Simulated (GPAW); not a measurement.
# How the form of the self-energy moves the gap of SnO2 (Cassiterite)

How much does the gap of SnO2 (Cassiterite) depend on the approximation to the self-energy?

Program: GPAW 26.7.0. Level of theory: PBE and many-body steps on it, plane waves. Results are calculated unless marked as measured.

**Experimental background.**

- Gap 3.6 eV: experimental gap quoted from earlier work; bulk crystal (quoted in “Study on the Photocatalytic Properties of Flower-Shaped SnO2”, 2022, pmc:9565917).

### 1. The structure

The structure is tetragonal, space group P4_2/mnm (No. 136). Conventional cell: a = 4.738 Å, b = 4.738 Å, c = 3.187 Å, α = 90.00°, β = 90.00°, γ = 90.00°. Nearest to Sn lie 6 O at 2.05 to 2.06 Å. Nearest to O lie 3 Sn at 2.05 to 2.06 Å. Farther neighbours and most contacts between anions are not listed.

As a file:

```xyz
6
Lattice="4.7380 0.0000 0.0000 0.0000 4.7380 0.0000 0.0000 0.0000 3.1865" Properties=species:S:1:pos:R:3 pbc="T T T"
Sn    0.0000    0.0000    0.0000
Sn    2.3690    2.3690    1.5933
O     1.4550    1.4550    0.0000
O     0.9140    3.8240    1.5933
O     3.2830    3.2830    0.0000
O     3.8240    0.9140    1.5933
```

The cell and positions come from the Crystallography Open Database and are kept as given unless a step says otherwise.

### 2. Empty states on the mesh, 4×4×6 mesh, 172 bands

This step: GPAW 26.7.0; DFT, PBE, plane waves, PAW.

The sums over transitions need many empty states on a uniform mesh; this step solves for them.

run.py reads:

```python
import json
import numpy as np
from gpaw.mpi import world
from gpaw import GPAW

calc = GPAW('gs.gpw').fixed_density(kpts={'size': (4, 4, 6), 'gamma': True},
    parallel={'domain': 1, 'band': 1},
    txt='nscf.txt')
calc.diagonalize_full_hamiltonian(nbands=172)
calc.write('full.gpw', mode='all')
res = {}
kpts = calc.get_ibz_k_points()
res['kpts'] = kpts
res['eigenvalues'] = [calc.get_eigenvalues(kpt=k) for k in range(len(kpts))]
res['n_electrons'] = calc.get_number_of_electrons()

if world.rank == 0:
    with open('result.json', 'w') as f:
        json.dump(res, f, default=lambda x: x.tolist())
```

On the command line:

```
> mpirun -n 4 gpaw python run.py
```

Numbers of over 12 decimals in the logs are rounded to 6 here.

Output:

```text
Diagonalizing LCAO Hamiltonian
Converting LCAO to pw mode
convergence criteria:
- Maximum integral of absolute [eigenst]ate change: 4e-08 eV^2 / valence electron
maximum number of iterations: 100

SCF iterations
|iter     |     time |      energy | eigst |  dens |
|iter:   1|  |             | +0.83 |       |
|iter:   2|  |             | -0.93 |       |
|iter:   3|  |             | -1.83 |       |
[...]
|iter:  30|  |             | -7.23 |       |
|iter:  31|  |             | -7.39 |       |
|iter:  32|  |             | -7.52c|       |
SCF steps: 32
  __  _  _
 | _ |_)|_||  |
 |__||  | ||/\| - 26.7.0

Input parameters:
  mode=PW(ecut=600.0),
  convergence={'density': 1e-06, 'bands': -3},
  gpts=array([27, 27, 20]),
  kpts=MonkhorstPack(size=(4, 4, 6), gamma=True),
  maxiter=100,
  nbands=35,
  occupations=Occupations(name='fermi-dirac', width=0.001, fixmagmom=False),
  parallel={'domain': 1, 'band': 1},
  xc=XC(name='PBE')
Matrix size: 2409x2409
# Writing to full.gpw (mode='all')
  [... matrices ...]

timing:  # [seconds]
  Total: 76.736  # ━━━━━━━━━━━━━━━━━━━━━━━━━━━━━━━━━━━━━━━━━━━━━━━━━━━━━━━━━━
```

Wall time 1.7 min (4 MPI ranks of Intel Xeon 6975P-C (Granite Rapids), shared host); peak memory 2.7 GiB; 6.7 min of CPU time.

This step gave:

```yaml
gap: 1.311 eV
k_of_the_valence_top: 0, 0, 0
k_of_the_conduction_bottom: 0, 0, 0
least_direct_gap: 1.311 eV
k_points_computed: 28
lowest_point_of_the_top_converged_band_above_the_valence_top: 83.7135 eV
```

On this mesh the gap is 1.311 eV.

### 3. G0W0, Godby-Needs plasmon pole

G0W0 replaces the xc potential by the self-energy, built once from these orbitals. Only a window of levels is corrected, while the sums run over the empty bands that the input names.

This step: G0W0 with a vertex from the rALDA kernel on PBE, plane waves, PAW.

run.py reads:

```python
import json
import numpy as np
from gpaw.mpi import world
from gpaw.response.g0w0 import G0W0

gw = G0W0('full.gpw',
    filename='gw',
    kpts=[0],
    bands=(24, 28),
    ecut=100,
    nbands=162,
    integrate_gamma='WS',
    ppa=True,
    xc='rALDA',
    fxc_mode=None,
    fxc_modes=['GWP', 'GWS', 'GWG'],
    do_GW_too=True)
gw.calculate()
res = {mode: {k: v for k, v in r.items() if k != 'sigma_eskwn'}
       for mode, r in gw.all_results.items()}

if world.rank == 0:
    with open('result.json', 'w') as f:
        json.dump(res, f, default=lambda x: x.tolist())
```

On the command line:

```
> mpirun -n 4 gpaw python run.py
```

Output:

```text
Using integrator: PointIntegrator
FrequencyGridDescriptor(from 0.000+0.000j to 0.000+27.211j eV, 2 points)
Nonperiodic BCs:  [False False False]
Using integrator: PointIntegrator
FrequencyGridDescriptor(from 0.000+0.000j to 0.000+27.211j eV, 2 points)
Nonperiodic BCs:  [False False False]
  ___  _ _ _
 |   || | | |
 | | || | | |
 |__ ||_____|
 |___|

BZ k-points: Symmetries present (total): 8

  [... matrices ...]
96 k-points: 4 x 4 x 6 Monkhorst-Pack grid + [1/8,1/8,1/12]
28 k-points in the irreducible part of the Brillouin zone
       k-points in crystal coordinates                weights
   0:     0.00000000    0.00000000    0.00000000          1/96
   1:     0.00000000    0.00000000    0.16666667          2/96
   2:     0.00000000    0.00000000    0.33333333          2/96
   3:     0.00000000    0.00000000    0.50000000          1/96
   4:     0.25000000   -0.25000000    0.00000000          2/96
   5:     0.25000000   -0.25000000    0.16666667          4/96
   6:     0.25000000   -0.25000000    0.33333333          4/96
   7:     0.25000000   -0.25000000    0.50000000          2/96
   8:     0.25000000    0.00000000    0.00000000          4/96
   9:     0.25000000    0.00000000    0.16666667          8/96
          ...
  27:     0.50000000    0.50000000    0.50000000          1/96

Distributing spins, k-points and bands (1 x 1 x 4) over 4 processes
Number of blocks: 1

Quasi particle states:
k-points (IBZ indices): [0]
Band range: (24, 28)
  [... matrices ...]
Computational parameters:
Plane wave cut-off: 100 eV
Number of bands: 162
Coulomb cutoff: None
Broadening: 0.1 eV

fxc modes: GW, GWG, GWP, GWS
Kernel: rALDA
Using Godby-Needs plasmon-pole approximation:
  Fitting energy: i*E0, E0 = 1.000 Hartree
Summing all q:

Calculating screened Coulomb potential
No Coulomb truncation
FrequencyGridDescriptor(from 0.000+0.000j to 0.000+27.211j eV, 2 points)
Removing empty qpoint cache files...

Calculating chi0 body with:
    Ground state adapter containing:
    Number of spins: 1
    Number of kpoints: 96
    Number of irreducible kpoints: 28
    Number of completely occupied states: 26
    Number of partially occupied states: 26
    Occupied states memory: 5.784302 M / cpu

    Linear response parametrization:
    q_c: [0.0, 0.0, 1.3877787807814457e-17]
    Number of frequency points: 2
    Planewave cutoff: 100.0
    Number of bands: 162
    Number of planewaves: 161
    Broadening (eta): 1e-06
    comm.size: 4
    kncomm.size: 4
    blockcomm.size: 1

    Memory estimate of potentially large arrays:
        chi0_wGG: 0.791046 M / cpu
Integrating chi0 body.

Symmetries of q_c:
    Direct symmetries (Uq -> q): 8
    Indirect symmetries (TUq -> q): 0
In total 8 allowed symmetries.

  [... matrices ...]
28 groups of equivalent kpoints. 70.833333% reduction.

Integral kind: response function
Integrating chi0 head and wings.

Symmetries of q_c:
    Direct symmetries (Uq -> q): 8
    Indirect symmetries (TUq -> q): 0
In total 8 allowed symmetries.

  [... matrices ...]
28 groups of equivalent kpoints. 70.833333% reduction.

Integral kind: response function wings
Calculating rALDA kernel at 100.0 eV cutoff
q point 0 complete
q point 1 complete
q point 2 complete
q point 3 complete
q point 4 complete
q point 5 complete
[...]
q point 10 complete
q point 11 complete
q point 12 complete
[... the further q-points ...]

Results:
f:      Occupation numbers
eps:     KS-eigenvalues [eV]
vxc:     KS vxc [eV]
exx:     Exact exchange [eV]
sigma:   Self-energies [eV]
dsigma:  Self-energy derivatives
Z:       Renormalization factors
qp:      QP-energies [eV]

k-point 0 (0): (0.000, 0.000, 0.000)                GWP
band       f     eps     vxc     exx   sigma  dsigma       Z      qp
                                                                  GWP
  24   1.000   5.303 -20.766 -26.379   5.058  -0.302   0.768   4.877
  25   1.000   6.074 -21.162 -27.153   5.404  -0.303   0.767   5.624
  26   0.000   7.386 -18.524 -14.483  -2.798  -0.199   0.834   8.423
  27   0.000  12.259 -17.797 -12.104  -3.977  -0.217   0.822  13.669
                                                                  GWS
  24   1.000   5.303 -20.766 -26.379   4.781  -0.263   0.792   4.644
  25   1.000   6.074 -21.162 -27.153   5.094  -0.264   0.791   5.365
[...]
GWG
[...]
GW
[...]
25   1.000   6.074 -21.162 -27.153   5.162  -0.282   0.780   5.428
  26   0.000   7.386 -18.524 -14.483  -2.752  -0.189   0.841   8.469
  27   0.000  12.259 -17.797 -12.104  -3.869  -0.202   0.832  13.776
```

Run time: 21 min. Hardware: 4 MPI ranks; peak memory 4.2 GiB.

Numbers from this step:

| Item | Value |
| --- | --- |
| gap with the vertex in the polarisability | 2.798 eV |
| gap with the vertex in the self-energy | 3.295 eV |
| gap with the vertex in both | 3.065 eV |
| G0W0 gap on the points computed | 3.042 eV |
| least direct G0W0 gap on the computed points | 3.042 eV |
| Z at the valence top | 0.7800 |
| Z at the conduction bottom | 0.8409 |
| starting gap on the mesh | 1.311 eV |
| k of the valence top | 0, 0, 0 |
| k of the conduction bottom | 0, 0, 0 |

The gap on the mesh goes from 1.31 eV to 3.04 eV, a correction of +1.73 eV.

### 4. G0W0 with rALDA vertex

Changes to run.py since step 3:

```diff
@@ -9,4 +9,4 @@
     bands=(24, 28),
-    ecut=100,
-    nbands=162,
+    ecut=60,
+    nbands=75,
     integrate_gamma='WS',
@@ -14,5 +14,3 @@
     xc='rALDA',
-    fxc_mode=None,
-    fxc_modes=['GWP', 'GWS', 'GWG'],
-    do_GW_too=True)
+    fxc_mode='GWG')
 gw.calculate()
```

On the command line:

```
> mpirun -n 4 gpaw python run.py
```

Output:

```text
Using integrator: PointIntegrator
FrequencyGridDescriptor(from 0.000+0.000j to 0.000+27.211j eV, 2 points)
Nonperiodic BCs:  [False False False]
Using integrator: PointIntegrator
FrequencyGridDescriptor(from 0.000+0.000j to 0.000+27.211j eV, 2 points)
Nonperiodic BCs:  [False False False]
  ___  _ _ _
 |   || | | |
 | | || | | |
 |__ ||_____|
 |___|

BZ k-points: Symmetries present (total): 8

  [... matrices ...]
96 k-points: 4 x 4 x 6 Monkhorst-Pack grid + [1/8,1/8,1/12]
28 k-points in the irreducible part of the Brillouin zone
       k-points in crystal coordinates                weights
   0:     0.00000000    0.00000000    0.00000000          1/96
   1:     0.00000000    0.00000000    0.16666667          2/96
   2:     0.00000000    0.00000000    0.33333333          2/96
[...]
9:     0.25000000    0.00000000    0.16666667          8/96
          ...
  27:     0.50000000    0.50000000    0.50000000          1/96

Distributing spins, k-points and bands (1 x 1 x 4) over 4 processes
Number of blocks: 1

Quasi particle states:
k-points (IBZ indices): [0]
Band range: (24, 28)
  [... matrices ...]
Computational parameters:
Plane wave cut-off: 60 eV
Number of bands: 75
Coulomb cutoff: None
Broadening: 0.1 eV

fxc modes: GWG
Kernel: rALDA
Using Godby-Needs plasmon-pole approximation:
  Fitting energy: i*E0, E0 = 1.000 Hartree
Summing all q:

Calculating screened Coulomb potential
No Coulomb truncation
FrequencyGridDescriptor(from 0.000+0.000j to 0.000+27.211j eV, 2 points)
Removing empty qpoint cache files...

Calculating chi0 body with:
    Ground state adapter containing:
    Number of spins: 1
    Number of kpoints: 96
    Number of irreducible kpoints: 28
    Number of completely occupied states: 26
    Number of partially occupied states: 26
    Occupied states memory: 5.784302 M / cpu

    Linear response parametrization:
    q_c: [0.0, 0.0, 1.3877787807814457e-17]
    Number of frequency points: 2
    Planewave cutoff: 60.0
    Number of bands: 75
    Number of planewaves: 69
    Broadening (eta): 1e-06
    comm.size: 4
    kncomm.size: 4
    blockcomm.size: 1

    Memory estimate of potentially large arrays:
        chi0_wGG: 0.145294 M / cpu
Integrating chi0 body.

Symmetries of q_c:
    Direct symmetries (Uq -> q): 8
    Indirect symmetries (TUq -> q): 0
In total 8 allowed symmetries.

  [... matrices ...]
28 groups of equivalent kpoints. 70.833333% reduction.

Integral kind: response function
Integrating chi0 head and wings.

Symmetries of q_c:
    Direct symmetries (Uq -> q): 8
    Indirect symmetries (TUq -> q): 0
In total 8 allowed symmetries.

  [... matrices ...]
28 groups of equivalent kpoints. 70.833333% reduction.

Integral kind: response function wings
Calculating rALDA kernel at 60.0 eV cutoff
q point 0 complete
q point 1 complete
q point 2 complete
[...]
q point 11 complete
q point 12 complete
[... the further q-points ...]

Results:
f:      Occupation numbers
eps:     KS-eigenvalues [eV]
vxc:     KS vxc [eV]
exx:     Exact exchange [eV]
sigma:   Self-energies [eV]
dsigma:  Self-energy derivatives
Z:       Renormalization factors
qp:      QP-energies [eV]

k-point 0 (0): (0.000, 0.000, 0.000)                GWG
band       f     eps     vxc     exx   sigma  dsigma       Z      qp
                                                                  GWG
  24   1.000   5.303 -20.766 -26.379   5.170  -0.275   0.784   4.955
  25   1.000   6.074 -21.162 -27.153   5.469  -0.275   0.784   5.665
  26   0.000   7.386 -18.524 -14.483  -2.398  -0.175   0.851   8.784
  27   0.000  12.259 -17.797 -12.104  -3.289  -0.194   0.837  14.272
```

It took 5.4 min on 4 MPI ranks; peak memory 2.6 GiB; 22 min of CPU time.

Numbers from this step:

| Item | Value |
| --- | --- |
| quasiparticle gap on the points computed | 3.119 eV |
| least direct quasiparticle gap on the computed points | 3.119 eV |
| Z at the valence top | 0.7841 |
| Z at the conduction bottom | 0.8508 |
| starting gap on the mesh | 1.311 eV |
| k of the valence top | 0, 0, 0 |
| k of the conduction bottom | 0, 0, 0 |

Against G0W0 in GPAW (4×4×6 mesh, 162 bands, screening to 100 eV, Godby-Needs plasmon pole), the gap moves by +0.077 eV.

### 5. Side by side

Times are wall times on 4 MPI ranks of Intel Xeon 6975P-C (Granite Rapids), shared host, good to a factor of about two.

| run | mesh | bands | screening cutoff (eV) | DFT gap (eV) | gap on the mesh (eV) | direct (eV) | time |
| --- | --- | --- | --- | --- | --- | --- | --- |
| G0W0, Godby-Needs plasmon pole | 4×4×6 | 162 | 100 | 1.311 | 3.042 | 3.042 | 21 min |
| G0W0 with rALDA vertex | 4×4×6 | 75 | 60 | 1.311 | 3.119 | 3.119 | 5.4 min |

### 6. What came out

```json
{"G0W0, Godby-Needs plasmon pole": "3.042 eV", "G0W0 with rALDA vertex": "3.119 eV", "known limits": "not at the basis limit; no spin-orbit coupling"}
```

What this shows: G0W0 with rALDA vertex: +0.077 eV against G0W0, Godby-Needs plasmon pole, at other bands or cutoff, so not like for like. With the rALDA kernel as a vertex the gap is 2.80 eV (in the polarisability), 3.29 eV (in the self-energy) and 3.07 eV (in both), against 3.04 eV without. Against experiment, by G0W0, Godby-Needs plasmon pole: the gap of 3.04 eV lies −0.56 eV from the measured 3.6 eV (kind not stated, quoted 2022). These are gaps on the mesh, at modest bands and cutoff. The calculation has static nuclei and no excitons; a measured gap holds zero-point and thermal motion, which mostly lowers it. Against the values above the computed gap that would widen the miss. An edge that is forbidden or weak in absorption could explain it, and so could too strong a screening: the start's gap is only 1.31 eV, and one shot does not repair that. Bands and cutoff are finite, so the gap is not at the basis limit. The miss can reach some tenths of an eV and take either sign; the mesh is an error of its own. These stock PAW sets were not made for GW. In the G0W0 runs levels were corrected at 1 k point alone, so a gap called «on the mesh» is the least over those, and an edge elsewhere would be missed. The many-body steps are scalar-relativistic: spin-orbit coupling is not in them.

[Paths, hosts, dates, memory and timing lines, banners, echoed tables and standing remarks are left out of the program output.]

[Logs are printed without paths, hosts, clocks, repeated set-up lines and the standing remarks that a program may print on its own settings, such as how far it seeks lower states.]

[Runs of the session that timed out or met a known fault of the program may be left out.]

[Hosts, paths, dates, database ids (printed as entryN), source tags and the programs' standing remarks are cut or masked in the printed files.]
